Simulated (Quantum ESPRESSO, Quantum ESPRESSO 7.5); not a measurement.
## Os(0001), 4 layers: solver and mixing choices

Aim: which eigensolver and mixing brings Os(0001), 4 layers to self-consistency fastest, and whether the result stays the same.

Method: plane-wave DFT, PBE, PseudoDojo norm-conserving pseudopotentials, in Quantum ESPRESSO 7.5.

### Step 1. Set-up

The cell holds 4 atoms: 4 Os. Cell: a = 2.740 Å, b = 2.740 Å, c = 22.490 Å, α = 90.0°, β = 90.0°, γ = 60.0°. It derives from Os. Vacuum lies along c.

### Step 2. Self-consistent run: david, local-TF mixing, beta 0.4, history 8

The first run is the reference of the series.

c0.in reads:

```
&control
  prefix = 'c0'
  outdir = './out'
  pseudo_dir = './pseudo'
  calculation = 'scf'
  tprnfor = .true.
/
&system
  ibrav = 0
  nat = 4
  ntyp = 1
  ecutwfc = 66
  ecutrho = 264
  occupations = 'smearing'
  smearing = 'mv'
  degauss = 0.02
  assume_isolated = 'esm'
  esm_bc = 'bc1'
/
&electrons
  conv_thr = 1e-07
  mixing_beta = 0.4
  electron_maxstep = 80
  mixing_mode = 'local-TF'
  diagonalization = 'david'
  mixing_ndim = 8
/
ATOMIC_SPECIES
  Os  190.2300  Os.dojo-sr-pbe-0.4.1-standard.upf
CELL_PARAMETERS angstrom
  2.74000000000000 0.00000000000000 0.00000000000000
  1.37000000000000 2.37290960636936 0.00000000000000
  0.00000000000000 0.00000000000000 22.48969000000000
ATOMIC_POSITIONS crystal
  Os  0.666666666700 0.666666666700 -0.144281446298
  Os  0.000000000000 0.000000000000 -0.048093815433
  Os  0.666666666700 0.666666666700 0.048093815433
  Os  0.000000000000 0.000000000000 0.144281446298
K_POINTS automatic
  12 12 1 0 0 0
```

Started as:

```sh
OMP_NUM_THREADS=1 mpirun -n 4 pw.x -nk 4 -in c0.in > c0.out
```

The program printed:

```text
Program PWSCF v.7.5 starts
[citation notice left out]

     Parallel version (MPI & OpenMP), running on       4 processor cores
     Number of MPI processes:                 4
     Threads/MPI process:                     1

     MPI processes distributed on     1 nodes
[...]
Current dimensions of program PWSCF are:
     Max number of different atomic species (ntypx) = 10
     Max number of k-points (npk) =  40000
     Max angular momentum in pseudopotentials (lmaxx) =  4
     Message from routine setup:
     using ibrav=0 with symmetry is DISCOURAGED, use correct ibrav instead

     K-points division:     npool     =       4
     Subspace diagonalization in iterative solution of the eigenvalue problem:
     a serial algorithm will be used

     G-vector sticks info
     --------------------
     sticks:   dense  smooth     PW     G-vecs:    dense   smooth      PW
     Sum         499     499    151                71709    71709   12429

     Using Slab Decomposition

     bravais-lattice index     =            0
     lattice parameter (alat)  =       5.1778  a.u.
     unit-cell volume          =     986.7607 (a.u.)^3
     number of atoms/cell      =            4
     number of atomic types    =            1
     number of electrons       =        64.00
     number of Kohn-Sham states=           38
     kinetic-energy cutoff     =      66.0000  Ry
     charge density cutoff     =     264.0000  Ry
     scf convergence threshold =      1.0E-07
     mixing beta               =       0.4000
     number of iterations used =            8  local-TF  mixing
     Exchange-correlation= PBE
                           (   1   4   3   4   0   0   0)

     Effective Screening Medium Method
     =================================
     Boundary Conditions: Vacuum-Slab-Vacuum
     total charge in unit cell        =   0.0000
     grid points for fit at edges     =        4

     celldm(1)=   5.177850  celldm(2)=   0.000000  celldm(3)=   0.000000
     celldm(4)=   0.000000  celldm(5)=   0.000000  celldm(6)=   0.000000

     crystal axes: (cart. coord. in units of alat)
               a(1) = (   1.000000   0.000000   0.000000 )
               a(2) = (   0.500000   0.866025   0.000000 )
               a(3) = (   0.000000   0.000000   8.207916 )

     reciprocal axes: (cart. coord. in units 2 pi/alat)
               b(1) = (  1.000000 -0.577350  0.000000 )
               b(2) = (  0.000000  1.154701  0.000000 )
               b(3) = (  0.000000  0.000000  0.121834 )

     PseudoPot. # 1 for Os read from file:
     ./pseudo/Os.dojo-sr-pbe-0.4.1-standard.upf
     Pseudo is Norm-conserving + core correction, Zval = 16.0
     Generated using ONCVPSP code by D. R. Hamann
     Using radial grid of 1344 points,  8 beta functions with:
                l(1) =   0
                l(2) =   0
                l(3) =   1
                l(4) =   1
                l(5) =   2
                l(6) =   2
                l(7) =   3
                l(8) =   3

     atomic species   valence    mass     pseudopotential
     Os               16.00   190.23000     Os( 1.00)

     12 Sym. Ops., with inversion, found ( 6 have fractional translation)

   Cartesian axes

     site n.     atom                  positions (alat units)
         1        Os     tau(   1) = (   1.0000000   0.5773503  -1.1842500  )
         2        Os     tau(   2) = (   0.0000000   0.0000000  -0.3947500  )
         3        Os     tau(   3) = (   1.0000000   0.5773503   0.3947500  )
         4        Os     tau(   4) = (   0.0000000   0.0000000   1.1842500  )

     number of k points=    19  Marzari-Vanderbilt smearing, width (Ry)=  0.0200
                       cart. coord. in units 2pi/alat
        k(    1) = (   0.0000000   0.0000000   0.0000000), wk =   0.0138889
        k(    2) = (   0.0000000   0.0962250   0.0000000), wk =   0.0833333
        k(    3) = (   0.0000000   0.1924501   0.0000000), wk =   0.0833333
        k(    4) = (   0.0000000   0.2886751   0.0000000), wk =   0.0833333
        k(    5) = (   0.0000000   0.3849002   0.0000000), wk =   0.0833333
        k(    6) = (   0.0000000   0.4811252   0.0000000), wk =   0.0833333
        k(    7) = (   0.0000000  -0.5773503   0.0000000), wk =   0.0416667
        k(    8) = (   0.0833333   0.1443376   0.0000000), wk =   0.0833333
        k(    9) = (   0.0833333   0.2405626   0.0000000), wk =   0.1666667
        k(   10) = (   0.0833333   0.3367877   0.0000000), wk =   0.1666667
[...]
k(   19) = (   0.3333333  -0.5773503   0.0000000), wk =   0.0277778

     Dense  grid:    71709 G-vectors     FFT dimensions: (  27,  27, 225)

     Estimated max dynamical RAM per process >     123.54 MB

     Estimated total dynamical RAM >     441.64 MB

     Initial potential from superposition of free atoms

     starting charge      63.9991, renormalised to      64.0000

     negative rho (up, down):  7.236E-05 0.000E+00
     Starting wfcs are   40 randomized atomic wfcs

     total cpu time spent up to now is        2.2 secs

     per-process dynamical memory:    82.3 Mb

     Self-consistent Calculation

     iteration #  1     ecut=    66.00 Ry     beta= 0.40
     Davidson diagonalization with overlap
     ethr =  1.00E-02,  avg # of iterations =  3.8

     Threshold (ethr) on eigenvalues was too large:
     Diagonalizing with lowered threshold

     Davidson diagonalization with overlap
     c_bands:  1 eigenvalues not converged
     c_bands:  4 eigenvalues not converged
     ethr =  9.50E-05,  avg # of iterations = 18.1

     negative rho (up, down):  1.302E-08 0.000E+00

     total cpu time spent up to now is       19.8 secs

     total energy              =    -809.36372203 Ry
     estimated scf accuracy    <       0.29275372 Ry

     iteration #  2     ecut=    66.00 Ry     beta= 0.40
[...]
total energy              =    -809.29106474 Ry
     estimated scf accuracy    <       0.19040580 Ry

     iteration #  3     ecut=    66.00 Ry     beta= 0.40
[...]
c_bands:  1 eigenvalues not converged
[...]
total energy              =    -809.32797881 Ry
     estimated scf accuracy    <       0.02032496 Ry

     iteration #  4     ecut=    66.00 Ry     beta= 0.40
[...]
c_bands:  1 eigenvalues not converged
     c_bands:  1 eigenvalues not converged
[...]
total energy              =    -809.34147844 Ry
     estimated scf accuracy    <       0.01252544 Ry

[...]
total energy              =    -809.34673330 Ry
     estimated scf accuracy    <       0.00779228 Ry

     iteration #  8     ecut=    66.00 Ry     beta= 0.40
[...]
total energy              =    -809.34795947 Ry
     estimated scf accuracy    <       0.00970899 Ry

     iteration #  9     ecut=    66.00 Ry     beta= 0.40
[...]
total energy              =    -809.34240984 Ry
     estimated scf accuracy    <       0.01305497 Ry

     iteration # 10     ecut=    66.00 Ry     beta= 0.40
[...]
total energy              =    -809.34407103 Ry
     estimated scf accuracy    <       0.00200265 Ry

     iteration # 11     ecut=    66.00 Ry     beta= 0.40
[...]
total energy              =    -809.34258955 Ry
     estimated scf accuracy    <       0.00076417 Ry

     iteration # 12     ecut=    66.00 Ry     beta= 0.40
[...]
negative rho (up, down):  3.451E-05 0.000E+00

[...]
total energy              =    -809.34281093 Ry
     estimated scf accuracy    <       0.00092946 Ry

     iteration # 13     ecut=    66.00 Ry     beta= 0.40
[...]
negative rho (up, down):  9.614E-05 0.000E+00

[...]
total energy              =    -809.34270808 Ry
     estimated scf accuracy    <       0.00087519 Ry

     iteration # 14     ecut=    66.00 Ry     beta= 0.40
[...]
total energy              =    -809.34223627 Ry
     estimated scf accuracy    <       0.00042639 Ry

     iteration # 15     ecut=    66.00 Ry     beta= 0.40
[...]
negative rho (up, down):  3.565E-05 0.000E+00

[...]
total energy              =    -809.34220819 Ry
     estimated scf accuracy    <       0.00014358 Ry

     iteration # 16     ecut=    66.00 Ry     beta= 0.40
[...]
c_bands:  1 eigenvalues not converged
[...]
total energy              =    -809.34184750 Ry
     estimated scf accuracy    <       0.00004237 Ry

     iteration # 17     ecut=    66.00 Ry     beta= 0.40
[...]
total energy              =    -809.34175338 Ry
     estimated scf accuracy    <       0.00001434 Ry

     iteration # 18     ecut=    66.00 Ry     beta= 0.40
[...]
negative rho (up, down):  2.429E-06 0.000E+00

[...]
total energy              =    -809.34176686 Ry
     estimated scf accuracy    <       0.00002250 Ry

     iteration # 19     ecut=    66.00 Ry     beta= 0.40
[...]
total energy              =    -809.34175506 Ry
     estimated scf accuracy    <       0.00000102 Ry

     iteration # 20     ecut=    66.00 Ry     beta= 0.40
[...]
c_bands:  5 eigenvalues not converged
     c_bands:  1 eigenvalues not converged
     c_bands:  1 eigenvalues not converged
[...]
negative rho (up, down):  1.672E-06 0.000E+00

[...]
total energy              =    -809.34171904 Ry
     estimated scf accuracy    <       0.00000228 Ry

     iteration # 21     ecut=    66.00 Ry     beta= 0.40
[...]
c_bands:  1 eigenvalues not converged
[...]
total energy              =    -809.34172939 Ry
     estimated scf accuracy    <       0.00000018 Ry

     iteration # 22     ecut=    66.00 Ry     beta= 0.40
[...]
total energy              =    -809.34172312 Ry
     estimated scf accuracy    <       0.00000068 Ry

     iteration # 23     ecut=    66.00 Ry     beta= 0.40
[...]
End of self-consistent calculation

          k = 0.0000 0.0000 0.0000 (  9013 PWs)   bands (ev):

   -92.2153 -92.1591 -91.7516 -91.7514 -51.9739 -51.5288 -51.2192 -51.2192
   -51.1324 -51.1324 -51.0554 -50.9284 -50.6955 -50.6955 -50.6947 -50.6947
   -15.7265 -14.1494 -12.9194 -12.8480  -8.6398  -8.6398  -8.5392  -8.4781
    -8.4339  -8.4339  -7.9159  -7.6903  -7.6903  -7.5765  -7.5765  -6.2022
    -6.2022  -6.0113  -5.0486  -4.9497  -4.9490  -3.9741

          k = 0.0000 0.0962 0.0000 (  8993 PWs)   bands (ev):

   -92.2106 -92.1561 -91.7481 -91.7478 -51.9569 -51.5339 -51.2566 -51.2338
   -51.2032 -51.1423 -51.0313 -50.9364 -50.7428 -50.7395 -50.7068 -50.7059
   -15.4537 -13.8856 -12.6613 -12.5654  -9.0089  -8.8220  -8.7571  -8.4380
    -8.4263  -8.2493  -7.9053  -7.7602  -7.6010  -7.5074  -7.3750  -6.5401
    -6.2809  -6.1309  -5.7796  -5.0286  -4.8045  -3.9838

          k = 0.0000 0.1925 0.0000 (  8963 PWs)   bands (ev):

   -92.1976 -92.1480 -91.7383 -91.7381 -51.9110 -51.5732 -51.3605 -51.3252
   -51.2732 -51.1700 -51.0101 -50.9667 -50.8711 -50.8485 -50.7375 -50.7362
   -14.7023 -13.1986 -12.0185 -11.8339  -9.7005  -9.3536  -9.2866  -8.6075
    -8.4430  -7.8605  -7.8359  -7.7121  -7.6681  -7.1612  -7.1290  -6.7806
    -6.6030  -6.1608  -5.7984  -5.1603  -4.4657  -4.0202

          k = 0.0000 0.2887 0.0000 (  8918 PWs)   bands (ev):

   -92.1794 -92.1375 -91.7249 -91.7247 -51.8551 -51.6919 -51.5283 -51.3826
   -51.3255 -51.2086 -51.0537 -51.0495 -50.9888 -50.9394 -50.7793 -50.7774
   -13.7110 -12.4987 -11.5574 -11.2475 -10.2470  -9.7674  -9.6005  -8.8912
    -8.5492  -7.8604  -7.8116  -7.6789  -7.6005  -7.1858  -6.4503  -6.1949
    -5.8804  -5.4946  -5.3494  -5.0159  -4.0454  -3.9603

          k = 0.0000 0.3849 0.0000 (  8912 PWs)   bands (ev):

   -92.1603 -92.1278 -91.7114 -91.7114 -51.8585 -51.8385 -51.6355 -51.4389
   -51.3765 -51.2477 -51.2031 -51.1515 -50.9894 -50.9826 -50.8209 -50.8182
   -12.9620 -12.3502 -11.7150 -11.3800 -10.5293 -10.1418  -9.8514  -8.2873
    -8.1442  -8.0996  -7.9548  -7.1107  -6.9244  -6.7317  -5.5797  -5.0946
    -4.9606  -4.8190  -4.2926  -4.1686  -3.8869  -3.1302

          k = 0.0000 0.4811 0.0000 (  8920 PWs)   bands (ev):

   -92.1451 -92.1219 -91.7016 -91.7016 -51.9720 -51.9196 -51.6322 -51.5153
   -51.4133 -51.2979 -51.2766 -51.1994 -51.0072 -50.9913 -50.8511 -50.8480
   -12.7543 -12.5473 -12.0581 -11.4602 -10.7461 -10.5603  -9.9328  -8.3945
    -8.3712  -7.4930  -7.3696  -6.9430  -5.9580  -5.1531  -5.0530  -4.3119
    -3.7808  -3.5765  -3.5593  -3.3752  -3.0810  -2.8544

[...]
the Fermi energy is    -5.4003 ev

!    total energy              =    -809.34172152 Ry
     estimated scf accuracy    <       0.00000004 Ry
     smearing contrib. (-TS)   =       0.00075220 Ry
     internal energy E=F+TS    =    -809.34247371 Ry

     The total energy is F=E-TS. E is the sum of the following terms:
     one-electron contribution =   11763.82621361 Ry
     hartree contribution      =   -5908.20065224 Ry
     xc contribution           =    -164.87852111 Ry
     ewald contribution        =   -6500.08951397 Ry

     convergence has been achieved in  23 iterations

     Forces acting on atoms (cartesian axes, Ry/au):

     atom    1 type  1   force =     0.00000000    0.00000000    0.02152527
     atom    2 type  1   force =     0.00000000    0.00000000   -0.02186201
     atom    3 type  1   force =     0.00000000    0.00000000    0.02186201
     atom    4 type  1   force =     0.00000000    0.00000000   -0.02152527

     Total force =     0.043389     Total SCF correction =     0.002273

[...]
=------------------------------------------------------------------------------=
   JOB DONE.
=------------------------------------------------------------------------------=
[...]
```

It took 2 min on 4 MPI ranks of Intel Xeon Platinum 8375C at 2.90GHz (Ice Lake), shared host; peak memory 0.58 GiB; 7.8 min of CPU time.

This step gave:

| Item | Value |
| --- | --- |
| free energy | -11011.6551 eV |
| Fermi energy | -5.400 eV |
| vacuum line at the lower end of the cell, over the Fermi level | 5.400 eV |
| vacuum line at the upper end of the cell, over the Fermi level | 5.400 eV |

The potential energy, planar mean oscillates, so the rows of the table below give means over windows of 1 Å about each position, cut where the curve ends. Its maxima inside the range that stand out by 2 % of the span (Å: eV): -2.2: -2.78, 0.0: -2.99, 2.2: -2.78. Its minima: -3.2: -38.9, -1.1: -39.6, 1.1: -39.6, 3.2: -38.9.

Electrostatic potential energy of an electron; zero at the Fermi level. Potential energy, planar mean against z; means over each step:

z (Å), potential energy, planar mean (eV) and a bar from the least value:
```
      -11        5.4 ##############################
      -10        5.4 ##############################
       -9        5.4 ##############################
       -8        5.4 ##############################
       -7        5.4 ##############################
       -6        5.3 ##############################
       -5        4.3 #############################
       -4       -9.5 ##################
       -3      -27.6 ###
       -2       -7.7 ###################
       -1      -30.9 
        0       -6.6 ####################
        1      -30.9 
        2       -7.7 ###################
        3      -27.6 ###
        4       -9.5 ##################
        5        4.3 #############################
        6        5.3 ##############################
        7        5.4 ##############################
        8        5.4 ##############################
        9        5.4 ##############################
       10        5.4 ##############################
       11        5.4 ##############################
```

The program's own clock; routines nest. Time by routine:

```csv
routine,wall time (s),calls
PWSCF,117.2,1
electrons,114.6,1
c_bands,92.91,24
cegterg,68.85,120
h_psi,55.53,1151
vloc_psi,45.14,1151
fftw,43.61,36272
mix_rho,10.25,24
sum_band,9.37,24
calbec,5.29,1171
h_psi:calbec,5.11,1151
add_vuspsi,4.83,1151
ffts,4.27,2078
init_us_2,1.92,250
```

The vacuum levels are read from the outermost 0.7 Å of the cell on either side.

The run needed 23 iterations to bring the estimated error under 1e-07 Ry; the largest force on any atom, held or free, is 0.56 eV/Å.

Inside the slab this potential holds the local part of the pseudopotentials, which can be repulsive at the nuclei; only its value in the vacuum has a meaning of its own.

### Step 3. Self-consistent run: david, plain mixing, beta 0.4, history 8

c1.in is the input of step 2 with these lines changed:

```diff
@@ -1,3 +1,3 @@
 &control
-  prefix = 'c0'
+  prefix = 'c1'
   outdir = './out'
@@ -23,3 +23,3 @@
   electron_maxstep = 80
-  mixing_mode = 'local-TF'
+  mixing_mode = 'plain'
   diagonalization = 'david'
```

Started as:

```sh
OMP_NUM_THREADS=1 mpirun -n 4 pw.x -nk 4 -in c1.in > c1.out
```

The program printed:

```text
[banner, memory and clock lines left out]
Program PWSCF v.7.5 starts
[...]
Message from routine setup:
[...]
number of electrons       =        64.00
     number of Kohn-Sham states=           38
     kinetic-energy cutoff     =      66.0000  Ry
     charge density cutoff     =     264.0000  Ry
[...]
number of k points=    19  Marzari-Vanderbilt smearing, width (Ry)=  0.0200
[...]
Dense  grid:    71709 G-vectors     FFT dimensions: (  27,  27, 225)
[...]
negative rho (up, down):  7.236E-05 0.000E+00
     Starting wfcs are   40 randomized atomic wfcs
[...]
negative rho (up, down):  1.096E-05 0.000E+00
[...]
estimated scf accuracy    <       0.29275372 Ry
[...]
negative rho (up, down):  8.822E-06 0.000E+00
[...]
estimated scf accuracy    <       5.68992070 Ry
[...]
negative rho (up, down):  1.938E-06 0.000E+00
[...]
estimated scf accuracy    <       0.18714931 Ry
[...]
estimated scf accuracy    <       0.00932639 Ry
[...]
estimated scf accuracy    <       0.04548214 Ry
[...]
negative rho (up, down):  1.499E-08 0.000E+00
[...]
estimated scf accuracy    <       0.02249171 Ry
[...]
estimated scf accuracy    <       0.00809497 Ry
[...]
estimated scf accuracy    <       0.00082814 Ry
[...]
estimated scf accuracy    <       0.00058916 Ry
[...]
estimated scf accuracy    <       0.00027127 Ry
[...]
estimated scf accuracy    <       0.00229562 Ry
[...]
estimated scf accuracy    <       0.00047356 Ry
[...]
estimated scf accuracy    <       0.00030472 Ry
[...]
estimated scf accuracy    <       0.00021648 Ry
[...]
estimated scf accuracy    <       0.00057360 Ry
[...]
estimated scf accuracy    <       0.00007018 Ry
[...]
estimated scf accuracy    <       0.00009121 Ry
[...]
estimated scf accuracy    <       0.00001507 Ry
[...]
estimated scf accuracy    <       0.00000633 Ry
[...]
estimated scf accuracy    <       0.00000449 Ry
[...]
estimated scf accuracy    <       0.00000660 Ry
[...]
estimated scf accuracy    <       0.00000817 Ry
[...]
estimated scf accuracy    <       0.00000535 Ry
[...]
estimated scf accuracy    <       0.00012149 Ry
[...]
estimated scf accuracy    <       0.00009761 Ry
[...]
estimated scf accuracy    <       0.00002126 Ry
[...]
estimated scf accuracy    <       0.00001881 Ry
[...]
estimated scf accuracy    <       0.00000262 Ry
[...]
estimated scf accuracy    <       0.00005345 Ry
[...]
estimated scf accuracy    <       0.00005070 Ry
[...]
estimated scf accuracy    <       0.00000410 Ry
[...]
estimated scf accuracy    <       0.00000236 Ry
[...]
estimated scf accuracy    <       0.00000931 Ry
[...]
estimated scf accuracy    <       0.00000592 Ry
[...]
estimated scf accuracy    <       0.00000033 Ry
[...]
the Fermi energy is    -5.3997 ev
!    total energy              =    -809.34172152 Ry
     estimated scf accuracy    <       0.00000004 Ry
     smearing contrib. (-TS)   =       0.00075176 Ry
     internal energy E=F+TS    =    -809.34247328 Ry
[...]
one-electron contribution =   11763.82702265 Ry
     hartree contribution      =   -5908.20163026 Ry
     xc contribution           =    -164.87835170 Ry
     ewald contribution        =   -6500.08951397 Ry
     convergence has been achieved in  36 iterations
[...]
Total force =     0.043655     Total SCF correction =     0.001985
[...]
```

It took 3 min on 4 MPI ranks; peak memory 0.58 GiB.

The program's own clock; routines nest. Time by routine:

```csv
routine,wall time (s),calls
PWSCF,181.2,1
electrons,178.3,1
c_bands,156.9,37
cegterg,118.3,185
h_psi,93.98,1815
vloc_psi,75.22,1815
fftw,74.18,55044
sum_band,17.11,37
calbec,9.67,1835
h_psi:calbec,9.38,1815
add_vuspsi,8.77,1815
init_us_2,3.13,380
cdiaghg,2.82,1805
v_of_rho,2.75,37
```

Counted from each run's own zero (the Fermi level), the vacuum level differs from the first run's by -1 meV.

[end of part 1 of 3]

[Logs are printed without paths, hosts, clocks, repeated set-up lines and the standing remarks that a program may print on its own settings, such as how far it seeks lower states.]

[Hosts, paths, dates, database ids (printed as entryN), source tags and the programs' standing remarks are cut or masked in the printed files.]

[Maps of the electrostatic potential energy from Ansatz leave out the sawtooth potential of an applied field or a dipole correction, so their vacuum need not be flat; planar profiles and work functions include it.]
